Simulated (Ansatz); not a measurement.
# Phonon transport in C (Diamond, Fd-3m), part 3 of 3

Aim: the lattice thermal conductivity of C (Diamond) against temperature, and which phonons carry it.

Experimental results on record:
- thermal conductivity 2200 W/m/K near room temperature (given in “Predicting the lattice thermal conductivity of solids by solving the Boltzmann transport equation: AFLOW - AAPL an automated, accurate and efficient framework”, 2017, arXiv:1611.05481)

Ansatz 0.2.0; DFT LDA, scalar-relativistic, plane waves, PAW; PAW set soft_1.

So far, κ at 300 K (relaxation time) (W/m/K): step 6 (a cheap rung) 2409. Also highest frequency (cm⁻¹): step 6 1344. The relaxed cell has a = 3.531 Å (conventional setting).

## 7. Third-order constants and the Boltzmann equation, third order supercell 4×4×4, atoms in the supercell 128 (continued)

Relaxation-time solution. Share of κ carried by shorter paths against mean free path:

```tsv
mean free path (nm)	100 K	300 K	800 K
6.81	0	0	0.002
10	0	0	0.006
21.5	0	0.001	0.031
31.6	0	0.002	0.05
68.1	0	0.006	0.266
100	0	0.012	0.657
215	0	0.041	0.871
316	0	0.187	0.909
681	0	0.499	0.937
1000	0	0.592	0.944
2150	0.002	0.705	0.962
3160	0.002	0.775	0.962
6810	0.006	0.837	0.973
10000	0.011	0.851	1
21500	0.035	0.905	1
31600	0.053	0.905	1
68100	0.14	1	1
1.0e5	0.19	1	1
2.2e5	0.391	1	1
3.2e5	0.448	1	1
6.8e5	0.601	1	1
1.0e6	0.601	1	1
```

300 K; a sample spread over frequency. Mode lifetimes, by row, the first 40 of 90 rows:

```tsv
q1	q2	q3	branch	frequency (THz)	rms speed (km/s)	three-phonon rate (1/ps)	isotope rate (1/ps)	lifetime (ps)	mean free path (nm)
0	0	0.0345	1	1.94	11.52	6.67e-4	1.92e-7	1500	17300
0	0.0345	-0.069	3	7.722	17.67	0.011	9.02e-5	90.5	1600
0.0345	0.1379	-0.1034	1	10.48	9.98	0.00519	3.41e-4	181	1810
0.0345	0.1034	0.2414	2	12.04	11.22	0.0179	6.44e-4	53.9	605
0	0.069	0.2759	2	13.45	9.49	0.00913	0.00112	97.6	926
0.0345	0.1034	-0.2414	1	14.4	7.17	0.00695	0.00161	117	838
0.1034	0.2069	0.3448	1	15.3	9.47	0.0129	0.00231	65.6	621
0.069	0.2069	0.3448	1	16.01	9.16	0.0175	0.00319	48.3	442
0.069	0.2414	0.3103	2	16.49	10.13	0.0278	0.00435	31.1	315
0.069	0.2069	0.3793	1	16.91	8.4	0.0169	0.0051	45.4	381
0	0.1034	-0.4138	1	17.39	4.05	0.00559	0.00551	90.1	365
0.069	0.1379	0.4138	2	17.84	9.57	0.016	0.00595	45.5	436
0.0345	0.1724	-0.3448	1	18.28	5.54	0.0072	0.00635	73.8	409
0.069	0.1724	-0.2414	2	18.69	10.51	0.0233	0.00673	33.3	350
0.0345	0.2069	-0.3448	1	19.19	5.66	0.00731	0.0073	68.5	387
0.069	0.2759	-0.2414	1	19.58	6.92	0.00968	0.00769	57.6	398
0.1379	0.3103	-0.1724	1	20.03	8.28	0.0161	0.00823	41	340
0.0345	0.1379	-0.1724	3	20.42	12.58	0.0432	0.00871	19.3	243
0.0345	0.2759	-0.4828	1	20.91	5.96	0.0122	0.00938	46.3	276
0.069	0.2414	-0.2069	2	21.26	10.4	0.0311	0.00984	24.4	254
0.0345	0.3448	0.4483	1	21.67	5.88	0.0132	0.0105	42.3	249
0.069	0.3793	0.4483	1	22.05	5.94	0.0139	0.0112	39.9	237
0	0.2069	0.4483	2	22.39	10.23	0.0229	0.0117	28.9	296
0.1379	0.3103	-0.1724	2	22.82	9.23	0.0273	0.0126	25.1	232
0.1379	0.3448	-0.3103	1	23.12	7.35	0.012	0.0133	39.5	290
0.0345	0.4483	0.4828	2	23.42	2.88	0.00667	0.0143	47.7	138
0.0345	0.1034	-0.2414	3	23.78	12.55	0.056	0.0131	14.5	182
0.1379	0.4138	-0.2759	1	24.16	7.04	0.0107	0.0121	43.9	309
0.1379	0.4138	-0.3793	1	24.66	7.13	0.012	0.0116	42.5	303
0	0.2069	0.3448	3	25.08	10	0.0549	0.0113	15.1	151
0.1379	0.3103	-0.4138	2	25.53	8.32	0.0248	0.0112	27.8	231
0.0345	0.2414	-0.2414	3	26.11	7.28	0.0666	0.0113	12.8	93.5
0.1034	0.2414	0.4483	3	26.68	7.77	0.0638	0.0114	13.3	103
0	0.1034	0.3793	3	27.12	10.4	0.0691	0.012	12.3	128
0.0345	0.3793	-0.4138	2	27.71	8.35	0.0135	0.0128	38.1	318
0	0.2414	-0.3103	3	28.21	8.26	0.0653	0.0141	12.6	104
0.1034	0.2759	-0.4828	3	28.73	5.72	0.0619	0.0148	13	74.7
0.0345	0.3448	0.3793	3	29.2	10.39	0.0649	0.0154	12.5	129
0.069	0.3103	-0.4483	3	29.67	2.94	0.0549	0.0177	13.8	40.4
0.069	0.2069	-0.4828	3	30.07	6.56	0.0604	0.0221	12.1	79.5
```

Without the LO-TO term. Gamma linewidths, by row:

```tsv
branch	frequency (cm⁻¹)	three-phonon rate (1/ps)	isotope rate (1/ps)	FWHM (cm⁻¹)
4	1323	0.214	0.0385	1.34
5	1323	0.214	0.0385	1.34
6	1323	0.214	0.0385	1.34
```

W/m/K, third of the trace; RTA populations with a boundary rate v/L added to each mode (Matthiessen's rule). Kappa by grain size, by row:

```tsv
T (K)	bulk	10 nm	30 nm	100 nm	300 nm	1000 nm	10000 nm	100000 nm
100	26380	2.639	7.887	25.97	75.68	235.2	1694	7660
300	2280	41.76	115.4	315.4	660.9	1147	1848	2166
600	1005	79.68	194.3	416.1	645	823.5	960.3	997.5
```

W/m/K, third of the trace; RTA populations with the isotope rates scaled. Kappa by mass disorder, by row:

```tsv
T (K)	no isotopes	as typed	variance x 3	variance x 10	variance x 30
100	44470	26380	18380	10580	5654
300	2808	2280	1858	1365	959.5
600	1143	1005	847.4	614.6	416.7
```

At 300 K the relaxation-time value is 2280 W/(m K).

## 8. The ladder

Ladder, by row:

```tsv
cells or q mesh	k mesh	pair cutoff	atoms in the supercell	q-mesh of the transport sums	κ at 300 K (relaxation time) (W/m/K)	κ at 300 K (full solution) (W/m/K)	core-minutes
3x3x3	12x12x12	3.078	54	17×17×17	2409	2925	8.6
4x4x4	12x12x12	3.078	128	29×29×29	2280	-	14.3
```

## 9. What came out

```yaml
highest_frequency: 1343 cm⁻¹
debye_temperature_from_the_second_moment: 1903 K
kappa_at_300_k_relaxation_time: 2280 W/m/K
mean_free_path_at_half_of_kappa: 684 nm
share_of_kappa_above_the_three_lowest_branches: 0.006
```

What this shows: The lattice of C (Diamond) conducts 2280 W/(m K) at 300 K by LDA (mean over directions, relaxation-time solution). Above 300 K the relaxation-time κ falls as T^-1.10, near the 1/T law of three-phonon scattering. Grains of 100 nm would keep 14 % of the bulk value at 300 K, and grains of 1 µm 50 %. Removing the natural isotope disorder raises κ at 300 K by 23 %. The first rung (54 atoms, cutoff 3.08 Å) gave 2409 W/(m K) by relaxation time for 0.60 times the cost of the last; the two share the cutoff and differ in supercell or meshes, so the cutoff itself is not tested. A measured thermal conductivity near room temperature is 2200 W/m/K (arXiv:1611.05481); the calculated 2280 W/m/K differs by +4 %. Part of this agreement may be a cancellation, since four-phonon scattering and the shift of frequencies with temperature are both left out, and a relaxation-time value usually lies below the full solution. The last run computed the relaxation-time solution alone; it counts normal processes as resistive, so the full solution usually lies higher: on an earlier rung it gave 2925 against 2409 W/(m K). The sum rules changed one orbit of cubic constants by up to 10 %. The conductivities include the coherence part between close branches; the shares for grains, isotopes, branches and paths are of the relaxation-time populations alone. Cubic couplings among atoms farther apart than the pair cutoff are dropped, and neither the cutoff nor the q-mesh was shown to be converged here. The PAW files were made for PBE and are used here under another functional, for which the program regenerates the frozen cores.

[Logs are printed without paths, hosts, clocks, repeated set-up lines and the standing remarks that a program may print on its own settings, such as how far it seeks lower states.]

[Hosts, paths, dates, database ids (printed as entryN), source tags and the programs' standing remarks are cut or masked in the printed files.]

[A step with changed settings may run another functional than the one named; its input shows which.]
